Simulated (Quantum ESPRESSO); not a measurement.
## CsSrF3 (Pm-3m): zone-centre phonons

Aim: the zone-centre modes of CsSrF3 (Pm-3m).

Main program and level: Quantum ESPRESSO 7.5; DFT LDA, scalar-relativistic, plane waves, PseudoDojo norm-conserving pseudopotentials.

## 1. Set-up

The structure is cubic, space group Pm-3m (No. 221). Conventional cell: a = 4.763 Å, b = 4.763 Å, c = 4.763 Å, α = 90.00°, β = 90.00°, γ = 90.00°. Cs has 12 F at 3.37 Å nearest. Nearest to Sr lie 6 F at 2.38 Å. Nearest to F lie 2 Sr at 2.38 Å and 4 Cs at 3.37 Å. Farther neighbours and most contacts between anions are not listed.

## 2. A first look

Before anything dear is run, a loose run with smearing shows whether this is a metal and how far the cell is from rest.

probe.in reads:

```
&control
   calculation = 'scf'
   prefix = 'x'
   outdir = './tmp'
   pseudo_dir = './pseudo'
   tprnfor = .true.
   tstress = .true.
   verbosity = 'high'
/
&system
   ibrav = 1
   celldm(1) = 9.00123231
   nat = 5
   ntyp = 3
   ecutwfc = 92.0
   occupations = 'smearing'
   smearing = 'gaussian'
   degauss = 0.01
/
&electrons
   conv_thr = 1.0d-07
   mixing_beta = 0.7
   electron_maxstep = 100
/
ATOMIC_SPECIES
 Cs    132.9055  Cs.upf
 Sr     87.6200  Sr.upf
 F      18.9984  F.upf
ATOMIC_POSITIONS crystal
 Cs     0.000000000   0.000000000   0.000000000
 Sr     0.500000000   0.500000000   0.500000000
 F      0.000000000   0.500000000   0.500000000
 F      0.500000000   0.000000000   0.500000000
 F      0.500000000   0.500000000   0.000000000
K_POINTS automatic
 4 4 4 0 0 0
```

Command:

```sh
> OMP_NUM_THREADS=1 mpirun -n 4 pw.x -nk 4 -in probe.in > probe.out
```

Output:

```text
[banners, grids, parts of the stress and lines that vanish by symmetry left out]
Program PWSCF v.7.5
     bravais-lattice index     =            1
     lattice parameter (alat)  =       9.0012  a.u.
[...]
kinetic-energy cutoff     =      92.0000  Ry
     charge density cutoff     =     368.0000  Ry
     scf convergence threshold =      1.0E-07
[...]
Exchange-correlation= SLA  PW   NOGX NOGC
                           (   1   4   0   0   0   0   0)
[...]
48 Sym. Ops., with inversion, found
[...]
(     0          1          0      )
                  (     0          0          1      )
[...]
(  0.0000000  1.0000000  0.0000000 )
                  (  0.0000000  0.0000000  1.0000000 )
[...]
(     0         -1          0      )
                  (     0          0          1      )
[...]
( -1.0000000  0.0000000  0.0000000 )
                  (  0.0000000  1.0000000  0.0000000 )
[...]
number of k points=    10  Gaussian smearing, width (Ry)=  0.0100
[...]
End of self-consistent calculation
[...]
the Fermi energy is     2.8002 ev
!    total energy              =    -263.62994732 Ry
[...]
convergence has been achieved in   8 iterations
[...]
atom    1 type  1   force =     0.00000000    0.00000000    0.00000000
     atom    2 type  2   force =     0.00000000    0.00000000    0.00000000
     atom    3 type  3   force =     0.00000000    0.00000000    0.00000000
     atom    4 type  3   force =     0.00000000    0.00000000    0.00000000
     atom    5 type  3   force =     0.00000000    0.00000000    0.00000000
[...]
Total force =     0.000000     Total SCF correction =     0.000000
[...]
total   stress  (Ry/bohr**3)                   (kbar)     P=      -33.41
[...]
XML data file, charge density, pseudopotentials, collected wavefunctions

   JOB DONE.
```

The job ended after 22 s (4 MPI ranks of Intel Xeon at 2.70GHz, shared host).

This step gave:

```yaml
volume_per_atom: 21.61 Å³
pressure: -3.341 GPa
gap_on_the_k_mesh: 6.075 eV
```

A gap of 6.1 eV opens on this mesh, so the crystal is taken as an insulator; the start stands at -3.3 GPa.

## 3. Relaxing the cell and atoms

The relaxation runs at a cutoff a fifth above that of the response, since stress converges more slowly with the basis than frequencies do. Forces and stress are brought to rest with tight thresholds.

relax.in reads:

```
&control
   calculation = 'vc-relax'
   prefix = 'x'
   outdir = './tmp'
   pseudo_dir = './pseudo'
   tprnfor = .true.
   tstress = .true.
   forc_conv_thr = 2.0d-05
   etot_conv_thr = 1.0d-07
   nstep = 40
/
&system
   ibrav = 1
   celldm(1) = 9.00123231
   nat = 5
   ntyp = 3
   ecutwfc = 110
   occupations = 'fixed'
   nbnd = 22
/
&electrons
   conv_thr = 1.0d-11
   mixing_beta = 0.7
   electron_maxstep = 100
/
&ions
/
&cell
   press_conv_thr = 0.2
/
ATOMIC_SPECIES
 Cs    132.9055  Cs.upf
 Sr     87.6200  Sr.upf
 F      18.9984  F.upf
ATOMIC_POSITIONS crystal
 Cs     0.000000000   0.000000000   0.000000000
 Sr     0.500000000   0.500000000   0.500000000
 F      0.000000000   0.500000000   0.500000000
 F      0.500000000   0.000000000   0.500000000
 F      0.500000000   0.500000000   0.000000000
K_POINTS automatic
 4 4 4 0 0 0
```

Command:

```sh
> OMP_NUM_THREADS=1 mpirun -n 4 pw.x -nk 4 -in relax.in > relax.out
```

Output:

```text
[banners, grids, parts of the stress and lines that vanish by symmetry left out]
[banner, memory and clock lines left out]
Program PWSCF v.7.5

[...]
kinetic-energy cutoff     =     110.0000  Ry
     charge density cutoff     =     440.0000  Ry
     scf convergence threshold =      1.0E-11
[...]
energy convergence thresh.=      1.0E-07
     force convergence thresh. =      2.0E-05
     press convergence thresh. =      2.0E-01
     Exchange-correlation= SLA  PW   NOGX NOGC
                           (   1   4   0   0   0   0   0)
[...]
48 Sym. Ops., with inversion, found
[...]
number of k points=    10
[...]
End of self-consistent calculation
[...]
highest occupied, lowest unoccupied level (ev):     1.7709    7.8465
!    total energy              =    -263.63001641 Ry
[...]
convergence has been achieved in  11 iterations
[...]
atom    1 type  1   force =     0.00000000    0.00000000    0.00000000
     atom    2 type  2   force =     0.00000000    0.00000000    0.00000000
     atom    3 type  3   force =     0.00000000    0.00000000    0.00000000
     atom    4 type  3   force =     0.00000000    0.00000000    0.00000000
     atom    5 type  3   force =     0.00000000    0.00000000    0.00000000
     Total force =     0.000000     Total SCF correction =     0.000000
[...]
total   stress  (Ry/bohr**3)                   (kbar)     P=      -33.30
[...]
number of bfgs steps    =   0
[...]
CELL_PARAMETERS (alat=  9.00123231)
[...]
ATOMIC_POSITIONS (crystal)
Cs               0.0000000000        0.0000000000        0.0000000000
Sr               0.5000000000        0.5000000000        0.5000000000
F                0.0000000000        0.5000000000        0.5000000000
F                0.5000000000        0.0000000000        0.5000000000
[...]
New effective cutoffs (rho, wfc):  444.52  111.22
[...]
End of self-consistent calculation
[...]
highest occupied, lowest unoccupied level (ev):     1.9277    8.0653
!    total energy              =    -263.63253965 Ry
[...]
convergence has been achieved in   7 iterations
[...]
atom    1 type  1   force =     0.00000000    0.00000000    0.00000000
     atom    2 type  2   force =     0.00000000    0.00000000    0.00000000
     atom    3 type  3   force =     0.00000000    0.00000000    0.00000000
     atom    4 type  3   force =     0.00000000    0.00000000    0.00000000
     atom    5 type  3   force =     0.00000000    0.00000000    0.00000000
     Total force =     0.000000     Total SCF correction =     0.000000
[...]
total   stress  (Ry/bohr**3)                   (kbar)     P=      -26.88
[...]
number of bfgs steps    =   1
[...]
CELL_PARAMETERS (alat=  9.00123231)
[...]
ATOMIC_POSITIONS (crystal)
[...]
New effective cutoffs (rho, wfc):  452.21  113.15
[...]
End of self-consistent calculation
[...]
highest occupied, lowest unoccupied level (ev):     2.1762    8.4050
!    total energy              =    -263.63521306 Ry
[...]
convergence has been achieved in   9 iterations
[...]
atom    1 type  1   force =     0.00000000    0.00000000    0.00000000
     atom    2 type  2   force =     0.00000000    0.00000000    0.00000000
     atom    3 type  3   force =     0.00000000    0.00000000    0.00000000
     atom    4 type  3   force =     0.00000000    0.00000000    0.00000000
[...]
Total force =     0.000000     Total SCF correction =     0.000000
[...]
total   stress  (Ry/bohr**3)                   (kbar)     P=      -16.03
[...]
number of bfgs steps    =   2
[...]
CELL_PARAMETERS (alat=  9.00123231)
[...]
ATOMIC_POSITIONS (crystal)
[...]
New effective cutoffs (rho, wfc):  463.46  115.96
[...]
End of self-consistent calculation
[...]
highest occupied, lowest unoccupied level (ev):     2.5572    8.9117
!    total energy              =    -263.63646197 Ry
[...]
convergence has been achieved in  10 iterations
[...]
Total force =     0.000000     Total SCF correction =     0.000000
[...]
total   stress  (Ry/bohr**3)                   (kbar)     P=        2.16
[...]
number of bfgs steps    =   3
[...]
CELL_PARAMETERS (alat=  9.00123231)
[...]
ATOMIC_POSITIONS (crystal)
[...]
New effective cutoffs (rho, wfc):  462.13  115.63
[...]
End of self-consistent calculation
[...]
highest occupied, lowest unoccupied level (ev):     2.5112    8.8512
!    total energy              =    -263.63648187 Ry
[...]
convergence has been achieved in   8 iterations
[...]
Total force =     0.000000     Total SCF correction =     0.000000
[...]
total   stress  (Ry/bohr**3)                   (kbar)     P=       -0.14
[...]
number of bfgs steps    =   4
[...]
CELL_PARAMETERS (alat=  9.00123231)
[...]
ATOMIC_POSITIONS (crystal)
[...]
New effective cutoffs (rho, wfc):  462.21  115.65
[...]
End of self-consistent calculation
[...]
highest occupied, lowest unoccupied level (ev):     2.5139    8.8549
!    total energy              =    -263.63648196 Ry
[...]
convergence has been achieved in   6 iterations
[...]
atom    3 type  3   force =     0.00000000    0.00000000    0.00000000
     atom    4 type  3   force =     0.00000000    0.00000000    0.00000000
     atom    5 type  3   force =     0.00000000    0.00000000    0.00000000
     Total force =     0.000000     Total SCF correction =     0.000000
[...]
total   stress  (Ry/bohr**3)                   (kbar)     P=       -0.00
[...]
bfgs converged in   6 scf cycles and   5 bfgs steps
[...]
End of BFGS Geometry Optimization
     Final enthalpy           =    -263.6364819566 Ry
     File ./tmp/x.bfgs deleted, as requested
[...]
CELL_PARAMETERS (alat=  9.00123231)
[...]
ATOMIC_POSITIONS (crystal)
[...]
F                0.5000000000        0.0000000000        0.5000000000
F                0.5000000000        0.5000000000        0.0000000000
[...]
Final scf calculation at the relaxed structure.
[...]
kinetic-energy cutoff     =     110.0000  Ry
     charge density cutoff     =     440.0000  Ry
     scf convergence threshold =      1.0E-13
[...]
press convergence thresh. =      2.0E-01
     Exchange-correlation= SLA  PW   NOGX NOGC
                           (   1   4   0   0   0   0   0)
[...]
48 Sym. Ops., with inversion, found
[...]
number of k points=    10
[...]
c_bands:  1 eigenvalues not converged
     c_bands:  1 eigenvalues not converged
     c_bands:  1 eigenvalues not converged
[...]
End of self-consistent calculation
[...]
highest occupied, lowest unoccupied level (ev):     2.5139    8.8549
!    total energy              =    -263.63647452 Ry
[...]
convergence has been achieved in  12 iterations
[...]
atom    1 type  1   force =     0.00000000    0.00000000    0.00000000
     atom    2 type  2   force =     0.00000000    0.00000000    0.00000000
     atom    3 type  3   force =     0.00000000    0.00000000    0.00000000
     atom    4 type  3   force =     0.00000000    0.00000000    0.00000000
     atom    5 type  3   force =     0.00000000    0.00000000    0.00000000
     Total force =     0.000000     Total SCF correction =     0.000000
[...]
total   stress  (Ry/bohr**3)                   (kbar)     P=        0.01
[...]
XML data file, charge density, pseudopotentials, collected wavefunctions
```

Elapsed: 3.2 min, on 4 MPI ranks; 13 min of CPU time.

The steps of the relaxation:

```tsv
step	energy less that of the first step (eV)	largest force (eV/Å)	pressure (GPa)	volume (Å³)
1	0.0000	0.0000	-3.33	108.07
2	-0.0343	0.0000	-2.69	106.25
3	-0.0707	0.0000	-1.60	103.55
4	-0.0877	0.0000	0.22	99.80
5	-0.0880	0.0000	-0.01	100.23
6	-0.0880	0.0000	0.00	100.21
7	-0.0879	0.0000	0.00	100.21
```

```tsv
conventional cell, symmetrised	before	after	change
a (Å)	4.763	4.645	-2.5 %
b (Å)	4.763	4.645	-2.5 %
c (Å)	4.763	4.645	-2.5 %
volume (Å³/atom)	21.61	20.04	-7.3 %
```

Final coordinates:

```
Cs Sr F
1.0
     4.64479    0.00000    0.00000
     0.00000    4.64479    0.00000
     0.00000    0.00000    4.64479
Cs Sr F
1 1 3
Direct
  0.00000 0.00000 0.00000
  0.50000 0.50000 0.50000
  0.00000 0.50000 0.50000
  0.50000 0.00000 0.50000
  0.50000 0.50000 0.00000
```

The last row of the table of steps is pw.x's closing run on a basis chosen anew for the final cell, so its energy can jump.

Numbers from this step:

```yaml
volume_per_atom: 20.04 Å³
pressure: 0.001 GPa
gap_on_the_k_mesh: 6.341 eV
```

The volume changes by -7.3 % from the cell with which this run began.

## 4. Self-consistent run for the response

Perturbation theory inherits every error of the wavefunctions, so the threshold is set near the limit of the arithmetic. With a gap, occupations are fixed, which also allows the response to an electric field.

scf.in reads:

```
&control
   calculation = 'scf'
   prefix = 'x'
   outdir = './tmp'
   pseudo_dir = './pseudo'
   tprnfor = .true.
   tstress = .true.
/
&system
   ibrav = 1
   celldm(1) = 8.77738468
   nat = 5
   ntyp = 3
   ecutwfc = 92.0
   occupations = 'fixed'
   nbnd = 22
/
&electrons
   conv_thr = 1.0d-12
   mixing_beta = 0.7
   electron_maxstep = 100
/
ATOMIC_SPECIES
 Cs    132.9055  Cs.upf
 Sr     87.6200  Sr.upf
 F      18.9984  F.upf
ATOMIC_POSITIONS crystal
 Cs     0.000000000   0.000000000   0.000000000
 Sr     0.500000000   0.500000000   0.500000000
 F      0.000000000   0.500000000   0.500000000
 F      0.500000000   0.000000000   0.500000000
 F      0.500000000   0.500000000   0.000000000
K_POINTS automatic
 4 4 4 0 0 0
```

Command:

```sh
> OMP_NUM_THREADS=1 mpirun -n 4 pw.x -nk 4 -in scf.in > scf.out
```

Output:

```text
[banners, grids, parts of the stress and lines that vanish by symmetry left out]
[banner, memory and clock lines left out]
Program PWSCF v.7.5

[...]
kinetic-energy cutoff     =      92.0000  Ry
     charge density cutoff     =     368.0000  Ry
     scf convergence threshold =      1.0E-12
[...]
Exchange-correlation= SLA  PW   NOGX NOGC
                           (   1   4   0   0   0   0   0)
[...]
48 Sym. Ops., with inversion, found
[...]
number of k points=    10
[...]
End of self-consistent calculation
[...]
highest occupied, lowest unoccupied level (ev):     2.5139    8.8549
!    total energy              =    -263.63640511 Ry
[...]
convergence has been achieved in  12 iterations
[...]
atom    1 type  1   force =     0.00000000    0.00000000    0.00000000
     atom    2 type  2   force =     0.00000000    0.00000000    0.00000000
     atom    3 type  3   force =     0.00000000    0.00000000    0.00000000
     atom    4 type  3   force =     0.00000000    0.00000000    0.00000000
     atom    5 type  3   force =     0.00000000    0.00000000    0.00000000
     Total force =     0.000000     Total SCF correction =     0.000000
[...]
total   stress  (Ry/bohr**3)                   (kbar)     P=       -0.03
[...]
XML data file, charge density, pseudopotentials, collected wavefunctions
```

The job ended after 23 s (4 MPI ranks; 88 s of CPU time).

Numbers from this step:

```yaml
pressure: -0.003000 GPa
```

The cell stands at -0.0030 GPa, close enough for phonons.

[end of part 1 of 3]

[Host names and launcher messages were left out of these logs when they were recorded.]

[Logs are printed without paths, hosts, clocks, repeated set-up lines and the standing remarks that a program may print on its own settings, such as how far it seeks lower states.]

[Hosts, paths, dates, database ids (printed as entryN), source tags and the programs' standing remarks are cut or masked in the printed files.]
